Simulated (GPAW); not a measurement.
Consider TiAs (P6_3/mmc).

```cif
data_structure
_symmetry_space_group_name_H-M 'P 1'
_symmetry_Int_Tables_number 1
_cell_length_a 3.6802
_cell_length_b 3.6802
_cell_length_c 6.0237
_cell_angle_alpha 90.000
_cell_angle_beta 90.000
_cell_angle_gamma 120.000
_cell_volume 70.65
loop_
_atom_site_label
_atom_site_type_symbol
_atom_site_fract_x
_atom_site_fract_y
_atom_site_fract_z
_atom_site_occupancy
As1 As 0.33333 0.66667 0.25000 1
As2 As 0.66667 0.33333 0.75000 1
Ti3 Ti 0.00000 0.00000 0.00000 1
Ti4 Ti 0.00000 0.00000 0.50000 1
```

Absorber: atom 3, with 6 As at 2.60 Å and 2 Ti at 3.01 Å (8-fold, site symmetry -3m). Method: GPAW, LDA, excited-electron core hole (neutral cell), 12-atom cell with 6.4 Å between holes, 5×5×5 k points, dipole transitions, Gaussian full width 0.94 eV up to 4 eV, rising linearly to 3.5 eV at 25 eV.

Question: Where do the maxima of the Ti K edge fall?

Main maxima up to 30 eV above the zero (height): 3.7 eV (0.57), 8.6 eV (1.77), 18.7 eV (1.25) and 28.9 eV (0.96). A K edge sees empty p states, which here mix into the lowest empty bands, so that weight starts at the zero. The total-energy difference is 4970.10 eV. One term is added: -22.68 eV, since the hole is spin-paired here and a spin-polarised one costs that much less in the free atom (computed apart). The photon energy is then 4947.42 eV. The tabulated edge of the element is 4966 eV. The functional leaves an error in such absolute values: in the free atom LDA prices this hole 13.2 eV below PBE (computed apart), and PBE is itself good to a few eV.

The Ti K spectrum (energy from the lowest empty level; intensity scaled to a mean of 1 over the first 20 eV; polarised curves are means over the symmetry-equivalent atoms):

| E (eV) | isotropic | ε ⊥ c | ε ∥ c |
| --- | --- | --- | --- |
| -2.0 | 0.00 | 0.00 | 0.00 |
| -1.4 | 0.00 | 0.00 | 0.00 |
| -0.8 | 0.00 | 0.00 | 0.00 |
| -0.2 | 0.04 | 0.04 | 0.04 |
| 0.4 | 0.15 | 0.17 | 0.10 |
| 1.0 | 0.28 | 0.35 | 0.14 |
| 1.6 | 0.40 | 0.52 | 0.15 |
| 2.2 | 0.42 | 0.56 | 0.13 |
| 2.8 | 0.42 | 0.55 | 0.16 |
| 3.4 | 0.53 | 0.62 | 0.34 |
| 4.0 | 0.52 | 0.56 | 0.45 |
| 4.6 | 0.30 | 0.32 | 0.27 |
| 5.2 | 0.34 | 0.36 | 0.29 |
| 5.8 | 0.66 | 0.73 | 0.52 |
| 6.4 | 0.92 | 1.03 | 0.70 |
| 7.0 | 1.06 | 1.18 | 0.82 |
| 7.6 | 1.34 | 1.42 | 1.17 |
| 8.2 | 1.70 | 1.68 | 1.74 |
| 8.8 | 1.76 | 1.66 | 1.98 |
| 9.4 | 1.69 | 1.62 | 1.84 |
| 10.0 | 1.58 | 1.57 | 1.60 |
| 10.6 | 1.35 | 1.31 | 1.41 |
| 11.2 | 1.15 | 1.06 | 1.33 |
| 11.8 | 1.09 | 0.98 | 1.31 |
| 12.4 | 1.10 | 1.00 | 1.30 |
| 13.0 | 1.14 | 1.05 | 1.30 |
| 13.6 | 1.17 | 1.10 | 1.30 |
| 14.2 | 1.17 | 1.14 | 1.24 |
| 14.8 | 1.16 | 1.17 | 1.15 |
| 15.4 | 1.16 | 1.20 | 1.09 |
| 16.0 | 1.18 | 1.22 | 1.10 |
| 16.6 | 1.20 | 1.22 | 1.15 |
| 17.2 | 1.21 | 1.22 | 1.19 |
| 17.8 | 1.23 | 1.23 | 1.22 |
| 18.4 | 1.24 | 1.25 | 1.24 |
| 19.0 | 1.24 | 1.26 | 1.22 |
| 19.6 | 1.22 | 1.25 | 1.16 |
| 20.2 | 1.18 | 1.23 | 1.08 |
| 20.8 | 1.14 | 1.21 | 1.01 |
| 21.4 | 1.11 | 1.19 | 0.96 |
| 22.0 | 1.09 | 1.17 | 0.93 |
| 22.6 | 1.06 | 1.14 | 0.89 |
| 23.2 | 1.02 | 1.10 | 0.86 |
| 23.8 | 0.99 | 1.06 | 0.84 |
| 24.4 | 0.96 | 1.02 | 0.84 |
| 25.0 | 0.94 | 0.98 | 0.85 |
| 25.6 | 0.93 | 0.95 | 0.87 |
| 26.2 | 0.92 | 0.93 | 0.91 |
| 26.8 | 0.93 | 0.91 | 0.96 |
| 27.4 | 0.94 | 0.90 | 1.01 |
| 28.0 | 0.95 | 0.90 | 1.06 |
| 28.6 | 0.96 | 0.89 | 1.10 |
| 29.2 | 0.96 | 0.87 | 1.13 |
| 29.8 | 0.95 | 0.85 | 1.15 |
| 30.4 | 0.94 | 0.83 | 1.15 |
| 31.0 | 0.92 | 0.81 | 1.14 |
| 31.6 | 0.90 | 0.79 | 1.10 |

Quadrupole 1s→3d transitions, which feed the pre-edge, are not in the dipole spectrum. The holes are only 6.4 Å apart, so the shape is probably not converged with cell size; no larger cell was run here. The mesh is coarse (0.24 Å⁻¹ between points), so small maxima may be mesh ripples. Lifetime broadening is put in by hand, and intensities beyond about 20 eV depend on it and on the partial waves. The structure is a computed Materials Project entry and may be a hypothetical form.

[Banner, clock and machine lines of the logs are left out without a mark of their own.]

[Logs are printed without paths, hosts, clocks, repeated set-up lines and the standing remarks that a program may print on its own settings, such as how far it seeks lower states.]

[Hosts, paths, dates, database ids (printed as entryN), source tags and the programs' standing remarks are cut or masked in the printed files.]

[Lists of maxima count a maximum above −3 eV only where it reaches 4 % of the highest in the window and stands out from its surroundings by 2 % of it (1.5 % where it reaches 55 %); shoulders and weaker maxima are passed over, and of the rest the first, up to two pre-edge ones and the few strongest are named.]
